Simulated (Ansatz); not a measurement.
# NaMgF3 (Neighborite, Pm-3m): a soft mode frozen in, part 2 of 3

Wanted: the energy along a soft mode of NaMgF3 (Neighborite, Pm-3m) and the structure at the end.

Ansatz 0.2.0; DFT PBEsol, scalar-relativistic, plane waves, PAW; PAW set soft_1.

So far, highest frequency on the path or at a solved wavevector (cm⁻¹): step 2 (the dispersion) 624. Also lowest frequency on the path (cm⁻¹): step 2 -123.

The database entry behind the starting cell lists a temperature of 1273 K, so it need not match the best structure at ambient conditions.

### Step 4. The mode frozen in, largest atomic shift 0.45 Å

The atoms are moved along the unstable eigenvector, the largest shift by 0.45 Å, with the cell fixed.

input.yaml

```yaml
crystal:
  lattice:
    - [3.9078370852, 3.9078370852, 0.0]
    - [3.9078370852, 0.0, 3.9078370852]
    - [3.9078370852, 0.0, -3.9078370852]
  atoms:
    - { symbol: Na, position: [0.0, 0.5, 0.5] }
    - { symbol: Na, position: [0.0, 0.0, 0.0] }
    - { symbol: Mg, position: [0.5, 0.25, 0.75] }
    - { symbol: Mg, position: [0.5, 0.75, 0.25] }
    - { symbol: F, position: [0.5, -0.057576607, 0.942423393] }
    - { symbol: F, position: [0.5, 0.557576607, 0.557576607] }
    - { symbol: F, position: [0.5, 0.442423393, 0.057576607] }
    - { symbol: F, position: [0.5, 0.057576607, 0.442423393] }
    - { symbol: F, position: [0.0, 0.0, 0.5] }
    - { symbol: F, position: [0.0, 0.5, 0.0] }
kpoints:
  mp_grid: { grid: [6, 6, 6] }
hamiltonian:
  xc: pbesol
  pseudopotentials: { kind: paw, azcp: { folder: soft_1 }, xc_functional: pbe }
scf:
  occupations: { method: gaussian, width: 0.02 }
output:
  forces: true
  stress: true
  eigenvalues: true
```

Launch:

```
> ansatz run input.yaml --threads 4 --pin off --max-ram 10240MiB --backend cpu --events-out ev --progress --plain --runs-dir out
```

Numbers of over 12 decimals in the logs are rounded to 6 here.

The log of the run:

```text
[...]
Crystal: 10 atoms, lattice volume = 119.355 Å³
Basis set: ecut = 420 eV, 2277 PW (Γ), exchange–correlation on 80×80×80 points (8 copies of the dense FFT grid, shifted against one another)
Bands: 50, of which v1, the nominal top of the filled ones, is band 40 counted from 1 (39 counted from 0)
Symmetry: 16 space group operations
[...]
k-points: 30 of 216
[...]
k-point 0: bands = [... 36 lower, 1.2621, 1.2621, 1.4839, 1.4839, 7.7032, 12.7708, 14.2237, 14.2237, ... 5 higher]
  k-point 1: bands = [... 36 lower, 1.2128, 1.2486, 1.4161, 1.4391, 8.0647, 12.5806, 13.5853, 13.9501, ... 5 higher]
  k-point 2: bands = [... 36 lower, 1.2149, 1.2274, 1.2827, 1.3134, 8.9927, 11.5278, 13.6901, 13.8067, ... 5 higher]
  k-point 29: bands = [... 36 lower, 0.7420, 1.2267, 1.2444, 1.2444, 10.7125, 11.2068, 12.6971, 12.6971, ... 5 higher]
[key lines of the parts left out:]
SCF converged after 9 iterations
Free energy (F): -11593.847764 eV
Fermi energy:    4.594005 eV
P = ⅓ Tr σ = -1.9737 GPa (-19.737 kbar)
```

Elapsed: 2.4 s, on 4 threads of Intel Xeon Platinum 8488C (Sapphire Rapids), shared host; peak memory 0.63 GiB; 8.8 s of CPU time.

Numbers from this step:

- pressure: -1.974 GPa
- gap on the k-mesh: 6.218 eV
- energy from the undistorted cell: -22.91 meV/atom

The energy, extrapolated to zero smearing, is -22.91 meV/atom against the undistorted cell.

The run ends at a pressure of -1.97 GPa, with forces up to 0.047 eV/Å.

### Step 5. Energy along the mode, all amplitudes (two of the runs are shown above)

An imaginary frequency means negative curvature, so the energy should fall and then rise again as anharmonic terms take over.

Numbers from this step:

```
depth at the lowest point sampled  : 22.91 meV/atom
largest atomic shift at that point : 0.45 Å
```

Energy from the parent against largest atomic shift:

```
largest atomic shift (Å)  energy from the parent (meV/atom)
                   0.000                                  0
                   0.040                             -0.336
                   0.080                              -1.33
                   0.140                              -3.94
                   0.220                              -9.02
                   0.320                              -16.4
                   0.450                              -22.9
                   0.600                              -15.3
```

Displacement at unit largest shift by atom:

```
atom  x (Å)  y (Å)  z (Å)  size
 Na1   0.00   0.00   0.00  0.00
 Na2   0.00   0.00   0.00  0.00
 Mg3   0.00   0.00   0.00  0.00
 Mg4   0.00   0.00   0.00  0.00
  F5  -1.00   0.00   0.00  1.00
  F6   1.00   0.00   0.00  1.00
  F7   0.00   0.00  -1.00  1.00
  F8   0.00   0.00   1.00  1.00
  F9   0.00   0.00   0.00  0.00
 F10   0.00   0.00   0.00  0.00
```

The lowest of the steps tried is at 0.45 Å, 22.9 meV/atom below the parent; the bottom of the well need not coincide with a step.

### Step 6. Relaxing from the distorted cell

Starting from the lowest point found, all atoms and the cell are let go, so that strain and other modes of the same symmetry can join in.

input.yaml, as its differences from that of step 4:

```diff
@@ -22,3 +22,3 @@
 scf:
-  occupations: { method: gaussian, width: 0.02 }
+  occupations: { method: fixed }
 output:
@@ -27 +27,6 @@
   eigenvalues: true
+relax:
+  adjacent_minimum: "off"
+  f_tol: 0.002
+  max_steps: 120
+  cell: { stress_tol: 0.03 }
```

The log of the run:

```text
[...]
Crystal: 10 atoms, lattice volume = 119.355 Å³
Basis set: ecut = 420 eV, 2277 PW (Γ), exchange–correlation on 80×80×80 points (8 copies of the dense FFT grid, shifted against one another)
Bands: 50, of which v1, the nominal top of the filled ones, is band 40 counted from 1 (39 counted from 0)
Symmetry: 16 space group operations
[...]
k-points: 30 of 216
[...]
SCF iter   1: F=—  HF=-11601.003824 eV  |F-HF|=—  |Δ(HF+E_count)|=         —  Δρ=1.52e-1  dr2=1.87e1  ethr=3.10e-3  ⟨swp⟩=4.8  Hψ=5474  notcnv=0  defer=235
[...]
SCF iter   9: F=-11593.847764 eV  HF=-11593.847764 eV  |F-HF|=6.67e-8  |Δ(HF+E_count)|=   1.11e-6  Δρ=7.90e-6  dr2=8.10e-8  ethr=1.25e-10  ⟨swp⟩=13.1  Hψ=8604  notcnv=0
SCF 1 converged in 9 iterations: F = -11593.847764 eV  dr2 = 8.10e-8
[...]
relax step   1: F+E_penalty+E_count = -11593.84776440 eV  Δ(F+E_penalty+E_count) = +0.000e0 eV  max|allowed force component| = 4.651e-2 eV/Å  Δτ_max = 0.0000 Å  P = -1.974 GPa  Ω = 119.355 Å³  (9 SCF iters, dr2 threshold 1.00e-7 eV, accepted)
Crystal: 10 atoms, lattice volume = 117.800 Å³
[...]
iter 1 solved again at ethr=3.62e-6 eV; its pass at ethr=3.10e-3 eV (dr2=2.89e-3 eV) is discarded
[...]
SCF iter   5: F=-11593.873426 eV  HF=-11593.873426 eV  |F-HF|=1.67e-7  |Δ(HF+E_count)|=   1.03e-6  Δρ=2.96e-5  dr2=6.96e-7  ethr=1.25e-9  ⟨swp⟩=9.6  Hψ=8265  notcnv=0
SCF 2 converged in 5 iterations: F = -11593.873426 eV  dr2 = 6.96e-7
relax step   2: F+E_penalty+E_count = -11593.87342627 eV  Δ(F+E_penalty+E_count) = -2.566e-2 eV  max|allowed force component| = 3.458e-2 eV/Å  Δτ_max = 0.0185 Å  P = -1.177 GPa  Ω = 117.800 Å³  energy of the carried Pulay correction = +3.509e-3 eV  (5 SCF iters, dr2 threshold 1.00e-6 eV, accepted)
Crystal: 10 atoms, lattice volume = 115.261 Å³
Basis set: ecut = 420 eV, 2245 PW (Γ), exchange–correlation on 80×80×80 points (8 copies of the dense FFT grid, shifted against one another)
[...]
SCF iter   6: F=-11593.894285 eV  HF=-11593.894285 eV  |F-HF|=2.96e-8  |Δ(HF+E_count)|=   6.19e-7  Δρ=2.64e-5  dr2=3.56e-7  ethr=1.25e-9  ⟨swp⟩=10.4  Hψ=7460  notcnv=0
SCF 3 converged in 6 iterations: F = -11593.894285 eV  dr2 = 3.56e-7
relax step   3: F+E_penalty+E_count = -11593.89428507 eV  Δ(F+E_penalty+E_count) = -2.086e-2 eV  max|allowed force component| = 7.708e-3 eV/Å  Δτ_max = 0.0389 Å  P = +0.134 GPa  Ω = 115.261 Å³  energy of the carried Pulay correction = +9.338e-3 eV  (6 SCF iters, dr2 threshold 1.00e-6 eV, accepted)
[...]
relax step   4: F+E_penalty+E_count = -11593.89392284 eV  Δ(F+E_penalty+E_count) = +3.622e-4 eV  max|allowed force component| = 1.374e-3 eV/Å  Δτ_max = 0.0036 Å  P = +0.003 GPa  Ω = 115.485 Å³  energy of the carried Pulay correction = +8.817e-3 eV  (5 SCF iters, dr2 threshold 1.16e-7 eV, accepted)
[...]
relax step   5: F+E_penalty+E_count = -11593.89394353 eV  Δ(F+E_penalty+E_count) = -2.069e-5 eV  max|allowed force component| = 5.661e-4 eV/Å  Δτ_max = 0.0005 Å  P = +0.006 GPa  Ω = 115.480 Å³  energy of the carried Pulay correction = +8.829e-3 eV  (4 SCF iters, dr2 threshold 5.55e-9 eV, accepted)
[...]
relax step   6: F+E_penalty+E_count = -11593.88702990 eV  Δ(F+E_penalty+E_count) = +6.914e-3 eV  max|allowed force component| = 4.127e-4 eV/Å  Δτ_max = 0.0000 Å  P = -0.128 GPa  Ω = 115.480 Å³  stress off target by 1.58e-1 GPa  SCF on the basis re-selected at this cell (its energy is not comparable with the rows above)  (6 SCF iters)
[...]
relax step   7: F+E_penalty+E_count = -11593.88762785 eV  Δ(F+E_penalty+E_count) = -5.979e-4 eV  max|allowed force component| = 1.696e-4 eV/Å  Δτ_max = 0.0016 Å  P = -0.003 GPa  Ω = 115.272 Å³  energy of the carried Pulay correction = +4.887e-4 eV  (5 SCF iters, dr2 threshold 6.27e-8 eV, accepted)
[...]
SCF iter   5: F=-11593.887185 eV  HF=-11593.887185 eV  |F-HF|=2.00e-11  |Δ(HF+E_count)|=  8.91e-11  Δρ=1.52e-7  dr2=2.41e-11  ethr=1.00e-12  ⟨swp⟩=11.8  Hψ=7927  notcnv=0
SCF 8 converged in 5 iterations: F = -11593.887185 eV  dr2 = 2.41e-11
relax step   8: F+E_penalty+E_count = -11593.88718479 eV  Δ(F+E_penalty+E_count) = +4.431e-4 eV  max|allowed force component| = 1.846e-4 eV/Å  Δτ_max = 0.0000 Å  P = -0.008 GPa  Ω = 115.272 Å³  stress off target by 9.83e-3 GPa  SCF on the basis re-selected at this cell (its energy is not comparable with the rows above)  (5 SCF iters)
[...]
SCF converged after 5 iterations
Free energy (F): -11593.887185 eV
[...]
Internal energy: -11593.887185 eV  (E = F + TS)
E sigma→0 (E₀):  -11593.887185 eV
Fermi energy:    1.751125 eV
[...]
--- Forces (eV/Å), atoms counted from 1 ---
  atom   1  Na    -0.00000000    -0.00000000     0.00000000
  atom   2  Na     0.00000000     0.00000000     0.00000000
  atom   3  Mg     0.00000000    -0.00000000     0.00000000
  atom   4  Mg    -0.00000000    -0.00000000    -0.00000000
  atom   5  F     -0.00018456    -0.00000000     0.00000000
  atom   6  F      0.00018456     0.00000000     0.00000000
  atom   7  F     -0.00000000     0.00000000    -0.00018456
  atom   8  F      0.00000000    -0.00000000     0.00018456
  atom   9  F      0.00000000    -0.00000000    -0.00000000
  atom  10  F     -0.00000000     0.00000000     0.00000000
  max |Σ_I F_I| component: 5.96e-19 eV/Å
--- Stress (GPa, compression-positive) ---
       -0.009829      -0.000000      -0.000000
       -0.000000      -0.004244       0.000000
       -0.000000       0.000000      -0.009829
  P = ⅓ Tr σ = -0.0080 GPa (-0.080 kbar)
--- Band table (eV; the first three rows and the last of 30) ---
  k-point 0: bands = [... 36 lower, 1.6137, 1.6137, 1.7510, 1.7510, 8.1743, 13.4216, 14.7528, 14.7528, ... 6 higher]
  k-point 1: bands = [... 36 lower, 1.5149, 1.5968, 1.6845, 1.7093, 8.5445, 13.1800, 14.1176, 14.4380, ... 6 higher]
  k-point 2: bands = [... 36 lower, 1.5066, 1.5154, 1.5866, 1.5896, 9.4923, 12.0686, 14.2390, 14.2893, ... 6 higher]
  k-point 29: bands = [... 36 lower, 1.0181, 1.4261, 1.6060, 1.6060, 11.1293, 11.7874, 13.2585, 13.2585, ... 6 higher]
--- Relaxed structure (6 steps of the walk, 6 accepted, 2 SCFs on fresh bases) ---
  F+E_penalty+E_count = -11593.88718479 eV   max|allowed force component| = 1.846e-4 eV/Å   (the final SCF, on the basis selected at the relaxed cell)
  cell:  # Å, volume = 115.2715 Å³
    - [3.835651, 3.917544, 0.0]
    - [3.835651, 0.0, 3.835651]
    - [3.835651, 0.0, -3.835651]
  atoms:
    - { symbol: Na, position: [0, 0.500000, 0.500000] }
    - { symbol: Na, position: [0, 0, 0] }
    - { symbol: Mg, position: [0.5, 0.250000, 0.750000] }
    - { symbol: Mg, position: [0.5, 0.750000, 0.250000] }
    - { symbol: F, position: [0.5, -0.064603, 0.935397] }
    - { symbol: F, position: [0.5, 0.564603, 0.564603] }
    - { symbol: F, position: [0.5, 0.435397, 0.064603] }
    - { symbol: F, position: [0.5, 0.064603, 0.435397] }
    - { symbol: F, position: [0, 0.0, 0.500000] }
    - { symbol: F, position: [0, 0.500000, 0.0] }
```

Run time: 18 s. Hardware: 4 threads; peak memory 0.67 GiB.

Relaxation path:

```
step  energy less that of the first step (eV)  largest force component (eV/Å)  pressure (GPa)  volume (Å³)
   1                                   0.0000                          0.0465           -1.97       119.35
   2                                  -0.0257                          0.0346           -1.18       117.80
   3                                  -0.0465                          0.0077            0.13       115.26
   4                                  -0.0462                          0.0014            0.00       115.49
   5                                  -0.0462                          0.0006            0.01       115.48
  6*                                  -0.0393                          0.0004           -0.13       115.48
   7                                  -0.0399                          0.0002            0.00       115.27
  8*                                  -0.0394                          0.0002           -0.01       115.27
```

Relaxation steps marked * repeat the geometry before them on a plane-wave basis chosen anew for their cell, so energy and pressure can jump there.

Forces are held to the 16 operations that the run works with; a distortion that breaks them can't arise in this run.

```
conventional cell, symmetrised  before  after  change
                         a (Å)   5.527  5.424  -1.8 %
                         b (Å)   5.527  5.424  -1.8 %
                         c (Å)   7.816  7.835  +0.2 %
              volume (Å³/atom)   11.94  11.53  -3.4 %
```

The atoms that moved most (Å, as changes of fractional coordinates times the final cell):

```
atom      dx     dy      dz  length
  F5  -0.054  0.000   0.000   0.054
  F7   0.000  0.000  -0.054   0.054
  F8   0.000  0.000   0.054   0.054
  F6   0.054  0.000   0.000   0.054
```

This step gave:

- pressure: -0.007967 GPa
- gap on the k-mesh: 6.423 eV
- volume per atom: 11.53 Å³

The distorted start has space group I4/mcm; the relaxation ends in I4/mcm.

### Step 7. The new phase in its own primitive cell

The relaxed structure is symmetrised, reduced to its primitive cell and relaxed tightly, as its phonons need.

input.yaml, the sections that differ from step 6:

```yaml
crystal:
  lattice:
    - [-2.7122145337, 2.7122145337, 3.9175441871]
    - [2.7122145337, -2.7122145337, 3.9175441871]
    - [2.7122145337, 2.7122145337, -3.9175441871]
  atoms:
    - { symbol: Na, position: [0.25, 0.75, 0.5] }
    - { symbol: Na, position: [0.75, 0.25, 0.5] }
    - { symbol: Mg, position: [0.0, 0.0, 0.0] }
    - { symbol: Mg, position: [0.5, 0.5, 0.0] }
    - { symbol: F, position: [0.8146029681, 0.3146029681, 0.1292059362] }
    - { symbol: F, position: [0.1853970319, 0.6853970319, 0.8707940638] }
    - { symbol: F, position: [0.6853970319, 0.8146029681, 0.5] }
    - { symbol: F, position: [0.3146029681, 0.1853970319, 0.5] }
    - { symbol: F, position: [0.25, 0.25, 0.0] }
    - { symbol: F, position: [0.75, 0.75, 0.0] }
relax:
  adjacent_minimum: "off"
  f_tol: 0.001
  max_steps: 60
  cell: { stress_tol: 0.01 }
# kpoints, hamiltonian, scf, output: as in step 6
```

The log of the run:

```text
[...]
Crystal: 10 atoms, lattice volume = 115.272 Å³
Basis set: ecut = 420 eV, 2253 PW (Γ), exchange–correlation on 80×80×80 points (8 copies of the dense FFT grid, shifted against one another)
Bands: 50, of which v1, the nominal top of the filled ones, is band 40 counted from 1 (39 counted from 0)
Symmetry: 16 space group operations
[...]
k-points: 30 of 216
[...]
- { symbol: Mg, position: [0.0, 0.0, 0.0] }
    - { symbol: Mg, position: [0.5, 0.5, 0.0] }
    - { symbol: F, position: [0.8146029681, 0.314603, 0.129206] }
    - { symbol: F, position: [0.185397, 0.685397, 0.870794] }
    - { symbol: F, position: [0.685397, 0.8146029681, 0.500000] }
    - { symbol: F, position: [0.314603, 0.1853970319, 0.500000] }
    - { symbol: F, position: [0.25, 0.25, 0.0] }
    - { symbol: F, position: [0.750000, 0.750000, 0.0] }
[key lines of the parts left out:]
SCF converged after 6 iterations
Free energy (F): -11593.887185 eV
Fermi energy:    1.751127 eV
P = ⅓ Tr σ = -0.0080 GPa (-0.080 kbar)
```

It took 3.9 s on 4 threads; peak memory 0.65 GiB.

Little changed from the start: no atom moved by 0.005 Å and no cell edge by 0.1 %.

This step gave:

| Property | Result |
| --- | --- |
| pressure | -0.007963 GPa |
| direct gap on mesh | 6.423 eV |

The largest force component left is 0.13 meV/Å and the pressure is -0.008 GPa, within the tolerances set. The cell now holds 11.53 Å³/atom.

(Part 2 of 3 ends here.)

[Logs are printed without paths, hosts, clocks, repeated set-up lines and the standing remarks that a program may print on its own settings, such as how far it seeks lower states.]

[Hosts, paths, dates, database ids (printed as entryN), source tags and the programs' standing remarks are cut or masked in the printed files.]
